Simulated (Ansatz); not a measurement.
**Work function of Y(0001): what the settings cost and change**

How far do cutoff, k-mesh and smearing move the work function of Y(0001)?

Method: plane-wave DFT, PBE, Ansatz PAW, in Ansatz 0.2.0.

### Step 1. The system as given

The cell holds 7 atoms: 7 Y. Its edges and angles: a = 3.650 Å, b = 3.650 Å, c = 35.202 Å, α = 90.0°, β = 90.0°, γ = 60.0°. Vacuum lies along c.

Coordinates:

```xyz
7
Lattice="3.6500 0.0000 0.0000 1.8250 3.1610 0.0000 0.0000 0.0000 35.2024" Properties=species:S:1:pos:R:3
Y     0.0000    0.0000    9.0000
Y     3.6500    2.1073   11.8671
Y     0.0000    0.0000   14.7341
Y     3.6500    2.1073   17.6012
Y     0.0000    0.0000   20.4683
Y     3.6500    2.1073   23.3354
Y     0.0000    0.0000   26.2024
```

### Step 2. Slab, setting cutoff 200 eV

A work function rests on the faint tail of the density, so the SCF threshold is tight. The cutoff is raised first; then mesh and smearing are varied at the default cutoff.

input.yaml reads:

```yaml
crystal:
  lattice:
    - [3.65, 0.0, 0.0]
    - [1.825, 3.1609927238, 0.0]
    - [0.0, 0.0, 35.20245]
  atoms:
    - { symbol: "Y", position: [0.0, 0.0, 0.2556640234] }
    - { symbol: "Y", position: [0.6666666667, 0.6666666667, 0.3371093489] }
    - { symbol: "Y", position: [0.0, 0.0, 0.4185546745] }
    - { symbol: "Y", position: [0.6666666667, 0.6666666667, 0.5] }
    - { symbol: "Y", position: [0.0, 0.0, 0.5814453255] }
    - { symbol: "Y", position: [0.6666666667, 0.6666666667, 0.6628906511] }
    - { symbol: "Y", position: [0.0, 0.0, 0.7443359766] }
kpoints:
  mp_grid: { grid: [13, 13, 1] }
hamiltonian:
  xc: pbe
scf:
  occupations: { method: fermi_dirac, width: 0.1 }
  convergence: { dr2_threshold: 1.0e-09 }
efield:
  axis: 3
  dipole_correction: true
  ramp_position: 0.97
  ramp_width: 0.06
basis:
  ecutwfc: "200 eV"
output:
  write_potential: true
  write_density: true
  volumetric_format: npy
  elf: true
```

Started as:

```bash
> ansatz run input.yaml --threads 2 --pin off --max-ram 3072MiB --backend cpu --events-out ev --progress --plain --runs-dir out
```

What it wrote:

```text
Warning: basis.ecutwfc = 200 eV is below the records' recommended 420 eV, and the density's cutoff is lower with it unless basis.ecutrho_ratio is high enough to keep the records' density cutoff: compare with a run at a higher cutoff
Engine: ansatz 0.2.0, aarch64-unknown-linux-gnu
Pseudopotentials: kind: paw
Pseudopotential: Y, paw, valence charge 11, recommended cutoff 420 eV (normal), Y.paw.azcp
Functional definition: PBE
  parameter kappa = 0.804
  parameter beta = 0.066725
  exchange = pbe_x(kappa = kappa, mu = beta*pi^2/3)
  correlation = pbe_c(beta = beta)
Crystal: 7 atoms, lattice volume = 406.153 Å³
Basis set: ecut = 200 eV, 2607 PW (Γ)
Bands: 47, of which v1, the nominal top of the filled ones, is band 39 counted from 1 (38 counted from 0)
Symmetry: 6 space group operations
k-points: 21 of 169 (time reversal used)
Non-local potential: Y, projectors of the file, l = 0: 3, l = 1: 2, l = 2: 2, l = 3: 1
PAW form: soft (Blöchl's): semilocal exchange-correlation on the pseudo side does not see the compensation charge
PAW one-centre angular grid: Y, 590 points (default); XC on 64 Gauss nodes
Initial density: superposition of atomic densities (neutral atoms: chi_scale 0, normalization atom), corrected by the library's trained network
Initial wavefunctions: pseudopotential atomic-orbital guess
Functional: x = pbe(κ = 0.804, μ = 0.219515), c = pbe(β = 0.066725)
SCF iter   1: F=—  HF=-26935.005746 eV  |F-HF|=—  |Δ(HF+E_count)|=         —  Δρ=1.29e-2  dr2=1.36e0  ethr=1.77e-3  p=0.000 e·Å  D=2.36e-14 V/Å  ΔV_dip=-0.00 eV  dr2_dipole=3.01e-5  V_vac-E_F(+/−)=2.90/2.90 eV  ⟨swp⟩=7.0  Hψ=9036  notcnv=0
efield: sawtooth ramp at fractional position 0.9700 (set: `efield.ramp_position`, or a place that a band, a saddle search or an elastic batch's reference lends), width 0.0600; the density the first Hamiltonian is built on has a dipole p = 0.000 e·Å; the dipole correction subtracts the counter field D = 2.36e-14 V/Å, which shifts the + side's vacuum level by -0.00 eV against the − side's; the planar-averaged density in the ramp window peaks in size at 4.5e-5 e/Å³
automatic band count: the SCF goes on with 55 bands, as 47 were too few: the levels above may hold too much charge
preconditioner: auto → LDOS  [metal: Δε(μ)=0.001 eV  Ē_g=2.643 eV  σ=0.100 eV  W_gap=0.00  n_scr=64 (ndim 8)  ℏωp=8.4 eV  f_vac=0.383  D(μ)=15.67/eV (n_scr^D=142)  β→1.0]
SCF iter   2: F=—  HF=-26934.890749 eV  |F-HF|=—  |Δ(HF+E_count)|=   1.15e-1  Δρ=4.00e-3  dr2=8.51e-2  ethr=1.77e-3  p=0.000 e·Å  D=4.13e-6 V/Å  ΔV_dip=-0.00 eV  dr2_dipole=1.94e-5  V_vac-E_F(+/−)=3.24/3.24 eV  ⟨swp⟩=3.2  Hψ=2429  notcnv=0
SCF iter   3: F=—  HF=-26934.879588 eV  |F-HF|=—  |Δ(HF+E_count)|=   1.12e-2  Δρ=6.69e-4  dr2=9.38e-3  ethr=1.10e-4  p=-0.000 e·Å  D=-6.74e-6 V/Å  ΔV_dip=0.00 eV  dr2_dipole=1.27e-6  V_vac-E_F(+/−)=3.29/3.29 eV  ⟨swp⟩=2.0  Hψ=2216  notcnv=0
SCF iter   4: F=—  HF=-26934.879226 eV  |F-HF|=—  |Δ(HF+E_count)|=   3.61e-4  Δρ=2.87e-4  dr2=1.17e-3  ethr=1.22e-5  p=-0.000 e·Å  D=-6.97e-6 V/Å  ΔV_dip=0.00 eV  dr2_dipole=5.13e-9  V_vac-E_F(+/−)=3.34/3.34 eV  ⟨swp⟩=2.0  Hψ=1231  notcnv=0
SCF iter   5: F=—  HF=-26934.879258 eV  |F-HF|=—  |Δ(HF+E_count)|=   3.19e-5  Δρ=9.73e-5  dr2=2.07e-4  ethr=1.52e-6  p=-0.000 e·Å  D=-4.62e-6 V/Å  ΔV_dip=0.00 eV  dr2_dipole=2.06e-8  V_vac-E_F(+/−)=3.37/3.37 eV  ⟨swp⟩=2.1  Hψ=1791  notcnv=0
SCF iter   6: F=—  HF=-26934.879310 eV  |F-HF|=—  |Δ(HF+E_count)|=   5.21e-5  Δρ=3.19e-5  dr2=5.26e-5  ethr=2.69e-7  p=-0.000 e·Å  D=-1.92e-6 V/Å  ΔV_dip=0.00 eV  dr2_dipole=3.05e-10  V_vac-E_F(+/−)=3.39/3.39 eV  ⟨swp⟩=2.0  Hψ=1246  notcnv=0
SCF iter   7: F=—  HF=-26934.879318 eV  |F-HF|=—  |Δ(HF+E_count)|=   7.51e-6  Δρ=1.21e-5  dr2=3.04e-6  ethr=6.83e-8  p=-0.000 e·Å  D=-8.09e-7 V/Å  ΔV_dip=0.00 eV  dr2_dipole=9.70e-10  V_vac-E_F(+/−)=3.39/3.39 eV  ⟨swp⟩=1.5  Hψ=1168  notcnv=0
SCF iter   8: F=—  HF=-26934.879318 eV  |F-HF|=—  |Δ(HF+E_count)|=   3.11e-7  Δρ=4.56e-6  dr2=2.29e-7  ethr=3.95e-9  p=-0.000 e·Å  D=-2.22e-7 V/Å  ΔV_dip=0.00 eV  dr2_dipole=7.83e-13  V_vac-E_F(+/−)=3.40/3.40 eV  ⟨swp⟩=2.1  Hψ=1421  notcnv=0
SCF iter   9: F=—  HF=-26934.879318 eV  |F-HF|=—  |Δ(HF+E_count)|=   1.58e-8  Δρ=1.92e-6  dr2=6.38e-8  ethr=2.97e-10  p=-0.000 e·Å  D=-4.91e-8 V/Å  ΔV_dip=0.00 eV  dr2_dipole=3.14e-12  V_vac-E_F(+/−)=3.40/3.40 eV  ⟨swp⟩=2.0  Hψ=1773  notcnv=0
SCF iter  10: F=—  HF=-26934.879318 eV  |F-HF|=—  |Δ(HF+E_count)|=   4.31e-9  Δρ=4.87e-7  dr2=2.10e-9  ethr=8.28e-11  p=-0.000 e·Å  D=-1.23e-8 V/Å  ΔV_dip=0.00 eV  dr2_dipole=2.89e-12  V_vac-E_F(+/−)=3.40/3.40 eV  ⟨swp⟩=2.4  Hψ=1722  notcnv=0
SCF iter  11: F=-26934.879318 eV  HF=-26934.879318 eV  |F-HF|=4.51e-10  |Δ(HF+E_count)|=  6.26e-10  Δρ=1.78e-7  dr2=5.91e-10  ethr=1.30e-12  p=0.000 e·Å  D=4.82e-9 V/Å  ΔV_dip=-0.00 eV  dr2_dipole=3.58e-15  V_vac-E_F(+/−)=3.40/3.40 eV  ⟨swp⟩=3.2  Hψ=2329  notcnv=0
SCF 1 converged in 11 iterations: F = -26934.879318 eV  dr2 = 5.91e-10
  greatest PAW one-centre occupation: 0.994 electrons in one spin orbital (limit 2), on the Y atom at site 2 (counted from 0), in its partial waves of l = 0
WARN: The output density's exchange-correlation potential varies sharply where the density is thin. Do not read a vacuum level from v_tot or v_xc, or from such a field of the output density. On a cell that repeats whose density bears no net charge and no dipole along the vacuum's axis use v_es (v_loc + v_h of the components); under efield.dipole_correction with no amplitude use v_es + v_field, which holds any externa [...]
SCF converged after 11 iterations
Free energy (F): -26934.879318 eV
Harris-Foulkes:  -26934.879318 eV  (|F-HF|=4.51e-10)
Internal energy: -26934.396659 eV  (E = F + TS)
E sigma→0 (E₀):  -26934.637988 eV
Entropy (-TS):   -0.482659 eV (-68.951 meV/atom)
Fermi energy:    3.962489 eV
Dipole field:    D = 0.000000 V/Å  (p = 0.000000 e·Å, saw-weighted, corrected)
Work function:   Φ+ = 3.3984 eV   Φ− = 3.3986 eV
Levels:          The Fermi level and band energies are counted from a zero that moves with the ramp; work functions are not
--- Per-component energies (eV) ---
  E_band       = -1287.261177
  E_kinetic    = 2114.571834
  E_local      = -55656.634386  (includes V_loc(G=0)·N_el)
  E_nonlocal   = 350.613048
  E_hartree    = 26826.360024
  E_xc         = -1203.755981
  E_vxc        = -1381.528995  (∫ρ·V_xc dr)
  E_paw        = -19772.017898  (= ΣΔE_a)
  E_vpaw       = -366.998526  (= ΣTr[D̂ρ^β])
  E_aug_tail   = -0.001074  (compensation charges beyond the density's cutoff)
  E_efield     = 0.000000  (sawtooth field / dipole correction)
  E_vefield    = 0.000000  (∫n·V_field dr)
  E_ewald      = 20406.467772
  E_smearing   = -0.482659  (= −TS)
  E_closure    = 0.000000  (closes the sum)
  Σ components = -26934.879318   (vs F -26934.879318, Δ=0.00e0)
--- Band table (eV; the first three rows and the last of 21) ---
  k-point 0: bands = [... 35 lower, 4.1369, 4.1440, 4.6545, 4.7110, 4.8256, 5.1802, 5.5480, 5.5480, ... 12 higher]
  k-point 1: bands = [... 35 lower, 4.1444, 4.1540, 4.5423, 4.5907, 4.7453, 5.1464, 5.3605, 5.3821, ... 12 higher]
  k-point 2: bands = [... 35 lower, 4.0947, 4.1266, 4.2851, 4.2963, 4.5914, 4.9158, 4.9651, 5.0001, ... 12 higher]
  k-point 20: bands = [... 35 lower, 3.5218, 3.5486, 3.6823, 3.6873, 3.9347, 3.9545, 4.2770, 4.3309, ... 12 higher]
```

Elapsed: 33 s, on 2 threads of Arm Neoverse N1, shared host; peak memory 0.45 GiB.

Numbers from this step:

```
energy at zero smearing   : -26934.6380 eV
work function, upper face : 3.398 eV
```

Running mean over 2.867 Å of the planar mean; the ramp of the sawtooth is left out. The electron's electrostatic potential energy less the Fermi level by z:

```tsv
z (Å)	electron's electrostatic potential energy less the Fermi level (eV)
4	3.39
5	3.34
6	3.03
7	1.14
8	-4.13
9	-5.90
10	-5.64
11	-5.50
12	-5.53
13	-5.58
14	-5.61
15	-5.60
16	-5.59
17	-5.59
18	-5.59
19	-5.59
20	-5.60
21	-5.61
22	-5.59
23	-5.54
24	-5.49
25	-5.59
26	-5.88
27	-4.91
28	0.209
29	2.87
30	3.32
31	3.38
```

Valence density in the ca plane at fractional y = 0.000, with atoms of Y within 0.2 Å of it. It is the smooth field of the valence electrons, not physical close to the nuclei.

Ten even steps from '0' (0.0 e/Å³) to '9' (3.5 e/Å³), each cell a mean:
```
83000000000016997200000000002799610000000000
41000000000002563100000000001365200000000000
10000000000000110000000000000111000000000000
00000000000000000000000000000000000000000000
00000001000000000000001000000000000000000000
00000000000000000000000000000000000000000000
00000000000000000000000000000000000000000000
21000000000001332000000000000233100000000000
72000000000014885100000000001688410000000000
94000000000027998300000000003899720000000000
```
Columns run along c (16.0 Å, from fractional 0.43 to 0.89 of the cell), rows up along a (3.6 Å). Atoms in or near the plane, at fractional coordinates: Y at (0.58, 0.00), Y at (0.74, 0.00).

ELF in the ca plane at fractional y = 0.000, with atoms of Y within 0.2 Å of it. It is the smooth field of the valence electrons, not physical close to the nuclei.

Ten even steps from '0' (0.00) to '9' (0.84), each cell a mean:
```
98226776774259889723677787317988961000000000
95124433343227998313443344313899830010000000
31232211123212453123211122321354311121000000
12332122112332111233112211343211123431000000
34531134212553223553113311355322356532000000
23432123112442112343113211354222234531000000
21232111112321221123211112332222111221000000
73123322233225886213322233322688521010000000
97225655564249999523565566315999951000000000
99326888874269769723788997327967971000000000
```
Columns run along c (16.0 Å, from fractional 0.43 to 0.89 of the cell), rows up along a (3.6 Å). Atoms in or near the plane, at fractional coordinates: Y at (0.58, 0.00), Y at (0.74, 0.00).

Electrostatic potential energy in the ca plane at fractional y = 0.000, with atoms of Y within 0.2 Å of it. With pseudopotentials it is smooth inside the atoms' cores, unlike the true potential.

Values in eV, 6 rows by 16 columns, each cell a mean:
```
-25   4   5   5 -13 -47 -12   5   6   4 -26 -44  -3   6   7   7
 -3   4   1   3   1 -11   1   3   1   4  -3 -10   3   7   7   7
  5   3  -5   1   5   4   5   1  -5   4   5   3   6   7   7   7
  4   4  -3   2   4   2   4   2  -3   4   4   1   5   7   7   7
-10   4   3   4  -3 -24  -3   4   3   4 -10 -22   1   6   7   7
-30   4   6   6 -16 -51 -15   6   6   4 -31 -48  -5   6   7   7
```
Columns run along c (16.0 Å, from fractional 0.43 to 0.89 of the cell; values clipped at the 3rd and 97th percentile), rows up along a (3.6 Å). Atoms in or near the plane, at fractional coordinates: Y at (0.58, 0.00), Y at (0.74, 0.00).

The work function is 3.398 eV.

### Step 3. Slab

input.yaml, as its differences from that of step 2:

```diff
@@ -26,3 +26,3 @@
 basis:
-  ecutwfc: "200 eV"
+  ecutwfc: "300 eV"
 output:
@@ -31,2 +31 @@
   volumetric_format: npy
-  elf: true
```

What it wrote:

```text
[...]
Crystal: 7 atoms, lattice volume = 406.153 Å³
Basis set: ecut = 300 eV, 4779 PW (Γ)
Bands: 47, of which v1, the nominal top of the filled ones, is band 39 counted from 1 (38 counted from 0)
Symmetry: 6 space group operations
k-points: 21 of 169 (time reversal used)
[...]
k-point 0: bands = [... 35 lower, 4.1168, 4.1234, 4.6309, 4.7048, 4.7908, 5.1491, 5.4939, 5.4939, ... 12 higher]
  k-point 1: bands = [... 35 lower, 4.1221, 4.1345, 4.5140, 4.5796, 4.7142, 5.1069, 5.3169, 5.3368, ... 12 higher]
  k-point 2: bands = [... 35 lower, 4.0741, 4.1075, 4.2556, 4.2789, 4.5531, 4.8811, 4.9276, 4.9569, ... 12 higher]
  k-point 20: bands = [... 35 lower, 3.5114, 3.5371, 3.6701, 3.6729, 3.9186, 3.9400, 4.2599, 4.3155, ... 12 higher]
[key lines of the parts left out:]
SCF converged after 11 iterations
Free energy (F): -26939.424361 eV
Fermi energy:    3.940174 eV
Dipole field:    D = -0.000000 V/Å  (p = -0.000000 e·Å, saw-weighted, corrected)
Work function:   Φ+ = 3.3702 eV   Φ− = 3.3702 eV
```

Run time: 46 s. Hardware: 2 threads; peak memory 0.61 GiB.

The work function is 3.370 eV, -0.028 eV from the run “cutoff 200 eV”, at 1.5 times its CPU time.

### Step 4. Slab

input.yaml, as its differences from that of step 3:

```diff
@@ -26,3 +26,3 @@
 basis:
-  ecutwfc: "300 eV"
+  ecutwfc: "420 eV"
 output:
```

What it wrote:

```text
[...]
Crystal: 7 atoms, lattice volume = 406.153 Å³
Basis set: ecut = 420 eV, 7797 PW (Γ)
Bands: 47, of which v1, the nominal top of the filled ones, is band 39 counted from 1 (38 counted from 0)
Symmetry: 6 space group operations
k-points: 21 of 169 (time reversal used)
[...]
k-point 0: bands = [... 35 lower, 4.1166, 4.1232, 4.6311, 4.7053, 4.7904, 5.1478, 5.4921, 5.4921, ... 12 higher]
  k-point 1: bands = [... 35 lower, 4.1219, 4.1343, 4.5140, 4.5800, 4.7133, 5.1052, 5.3151, 5.3350, ... 12 higher]
  k-point 2: bands = [... 35 lower, 4.0738, 4.1074, 4.2550, 4.2792, 4.5519, 4.8793, 4.9261, 4.9553, ... 12 higher]
  k-point 20: bands = [... 35 lower, 3.5113, 3.5369, 3.6699, 3.6726, 3.9184, 3.9398, 4.2597, 4.3154, ... 12 higher]
[key lines of the parts left out:]
SCF converged after 11 iterations
Free energy (F): -26939.465898 eV
Fermi energy:    3.939847 eV
Dipole field:    D = -0.000001 V/Å  (p = -0.000001 e·Å, saw-weighted, corrected)
Work function:   Φ+ = 3.3700 eV   Φ− = 3.3700 eV
```

Elapsed: 77 s, on 2 threads; peak memory 0.85 GiB; 2.3 min of CPU time.

The work function is 3.370 eV, -0.028 eV from the run “cutoff 200 eV”, at 2.5 times its CPU time.

### Step 5. Run

input.yaml, as its differences from that of step 4:

```diff
@@ -26,3 +26,3 @@
 basis:
-  ecutwfc: "420 eV"
+  ecutwfc: "600 eV"
 output:
```

What it wrote:

```text
[...]
Crystal: 7 atoms, lattice volume = 406.153 Å³
Basis set: ecut = 600 eV, 13623 PW (Γ)
Bands: 47, of which v1, the nominal top of the filled ones, is band 39 counted from 1 (38 counted from 0)
Symmetry: 6 space group operations
k-points: 21 of 169 (time reversal used)
[...]
k-point 0: bands = [... 35 lower, 4.1166, 4.1231, 4.6311, 4.7052, 4.7904, 5.1478, 5.4921, 5.4921, ... 12 higher]
  k-point 1: bands = [... 35 lower, 4.1219, 4.1342, 4.5139, 4.5800, 4.7133, 5.1052, 5.3151, 5.3350, ... 12 higher]
  k-point 2: bands = [... 35 lower, 4.0737, 4.1073, 4.2550, 4.2791, 4.5519, 4.8793, 4.9261, 4.9553, ... 12 higher]
  k-point 20: bands = [... 35 lower, 3.5112, 3.5369, 3.6698, 3.6726, 3.9184, 3.9398, 4.2596, 4.3154, ... 12 higher]
[key lines of the parts left out:]
SCF converged after 11 iterations
Free energy (F): -26939.467381 eV
Fermi energy:    3.939816 eV
Dipole field:    D = -0.000001 V/Å  (p = -0.000002 e·Å, saw-weighted, corrected)
Work function:   Φ+ = 3.3700 eV   Φ− = 3.3700 eV
```

Elapsed: 2.2 min, on 2 threads; peak memory 1.3 GiB.

The work function is 3.370 eV, +0.000 eV from the run “cutoff 420 eV”, at 1.8 times its CPU time.

### Step 6. Slab

input.yaml, as its differences from that of step 5:

```diff
@@ -14,3 +14,3 @@
 kpoints:
-  mp_grid: { grid: [13, 13, 1] }
+  mp_grid: { grid: [2, 2, 1] }
 hamiltonian:
@@ -25,4 +25,2 @@
   ramp_width: 0.06
-basis:
-  ecutwfc: "600 eV"
 output:
```

What it wrote:

```text
[...]
Crystal: 7 atoms, lattice volume = 406.153 Å³
Basis set: ecut = 420 eV, 7797 PW (Γ)
Bands: 47, of which v1, the nominal top of the filled ones, is band 39 counted from 1 (38 counted from 0)
Symmetry: 6 space group operations
k-points: 2 of 4
[...]
Fermi energy:    3.951287 eV
Dipole field:    D = 0.000000 V/Å  (p = 0.000001 e·Å, saw-weighted, corrected)
Work function:   Φ+ = 3.3487 eV   Φ− = 3.3488 eV
[...]
--- Band table (eV) ---
  k-point 0: bands = [... 35 lower, 4.0097, 4.0143, 4.7011, 4.7582, 4.8769, 5.2258, 5.6198, 5.6198, ... 4 higher]
  k-point 1: bands = [... 35 lower, 3.3344, 3.5810, 3.7717, 3.8492, 3.9727, 3.9868, 4.5287, 4.5428, ... 4 higher]
[key lines of the parts left out:]
SCF converged after 12 iterations
Free energy (F): -26942.954086 eV
```

Run time: 6.8 s. Hardware: 2 threads; peak memory 0.5 GiB; 8.6 s of CPU time.

The work function is 3.349 eV, -0.021 eV from the run “cutoff 420 eV”, at 0.063 times its CPU time.

### Step 7. Run

input.yaml, as its differences from that of step 6:

```diff
@@ -14,3 +14,3 @@
 kpoints:
-  mp_grid: { grid: [2, 2, 1] }
+  mp_grid: { grid: [4, 4, 1] }
 hamiltonian:
```

What it wrote:

```text
[...]
Crystal: 7 atoms, lattice volume = 406.153 Å³
Basis set: ecut = 420 eV, 7797 PW (Γ)
Bands: 47, of which v1, the nominal top of the filled ones, is band 39 counted from 1 (38 counted from 0)
Symmetry: 6 space group operations
k-points: 4 of 16 (time reversal used)
[...]
k-point 0: bands = [... 35 lower, 4.1332, 4.1402, 4.6189, 4.6992, 4.7770, 5.1348, 5.4928, 5.4928, ... 4 higher]
  k-point 1: bands = [... 35 lower, 3.7836, 3.8053, 3.9097, 4.0459, 4.3097, 4.3457, 4.4425, 4.4971, ... 4 higher]
  k-point 2: bands = [... 35 lower, 3.2516, 3.4839, 3.6754, 3.7625, 3.8808, 3.8954, 4.5154, 4.5326, ... 4 higher]
  k-point 3: bands = [... 35 lower, 3.6184, 3.6254, 3.7445, 3.7906, 3.8915, 3.9850, 4.0263, 4.1020, ... 4 higher]
[key lines of the parts left out:]
SCF converged after 11 iterations
Free energy (F): -26939.316199 eV
Fermi energy:    3.906605 eV
Dipole field:    D = 0.000000 V/Å  (p = 0.000001 e·Å, saw-weighted, corrected)
Work function:   Φ+ = 3.4017 eV   Φ− = 3.4017 eV
```

Elapsed: 13 s, on 2 threads; peak memory 0.52 GiB; 19 s of CPU time.

The work function is 3.402 eV, +0.032 eV from the run “cutoff 420 eV”, at 0.14 times its CPU time.

### Step 8. Run

input.yaml, as its differences from that of step 7:

```diff
@@ -14,3 +14,3 @@
 kpoints:
-  mp_grid: { grid: [4, 4, 1] }
+  mp_grid: { grid: [9, 9, 1] }
 hamiltonian:
```

What it wrote:

```text
[...]
Crystal: 7 atoms, lattice volume = 406.153 Å³
Basis set: ecut = 420 eV, 7797 PW (Γ)
Bands: 47, of which v1, the nominal top of the filled ones, is band 39 counted from 1 (38 counted from 0)
Symmetry: 6 space group operations
k-points: 12 of 81 (time reversal used)
[...]
k-point 0: bands = [... 35 lower, 4.1176, 4.1242, 4.6317, 4.7048, 4.7914, 5.1485, 5.4935, 5.4935, ... 12 higher]
  k-point 1: bands = [... 35 lower, 4.1161, 4.1371, 4.4048, 4.4593, 4.6454, 5.0594, 5.1583, 5.1645, ... 12 higher]
  k-point 2: bands = [... 35 lower, 3.8974, 3.9082, 3.9991, 4.1032, 4.3913, 4.4851, 4.5625, 4.6145, ... 12 higher]
  k-point 11: bands = [... 35 lower, 3.4827, 3.5073, 3.5421, 3.5500, 3.8624, 3.8964, 4.2539, 4.3429, ... 12 higher]
[key lines of the parts left out:]
SCF converged after 11 iterations
Free energy (F): -26939.468222 eV
Fermi energy:    3.940258 eV
Dipole field:    D = -0.000000 V/Å  (p = -0.000001 e·Å, saw-weighted, corrected)
Work function:   Φ+ = 3.3684 eV   Φ− = 3.3684 eV
```

Elapsed: 44 s, on 2 threads; peak memory 0.72 GiB.

The work function is 3.368 eV, -0.002 eV from the run “cutoff 420 eV”, at 0.56 times its CPU time.

[end of part 1 of 2]

[Long decimals in the printed logs are rounded to 6 places.]

[Logs are printed without paths, hosts, clocks, repeated set-up lines and the standing remarks that a program may print on its own settings, such as how far it seeks lower states.]

[Hosts, paths, dates, database ids (printed as entryN), source tags and the programs' standing remarks are cut or masked in the printed files.]

[Maps of the electrostatic potential energy from Ansatz leave out the sawtooth potential of an applied field or a dipole correction, so their vacuum need not be flat; planar profiles and work functions include it.]
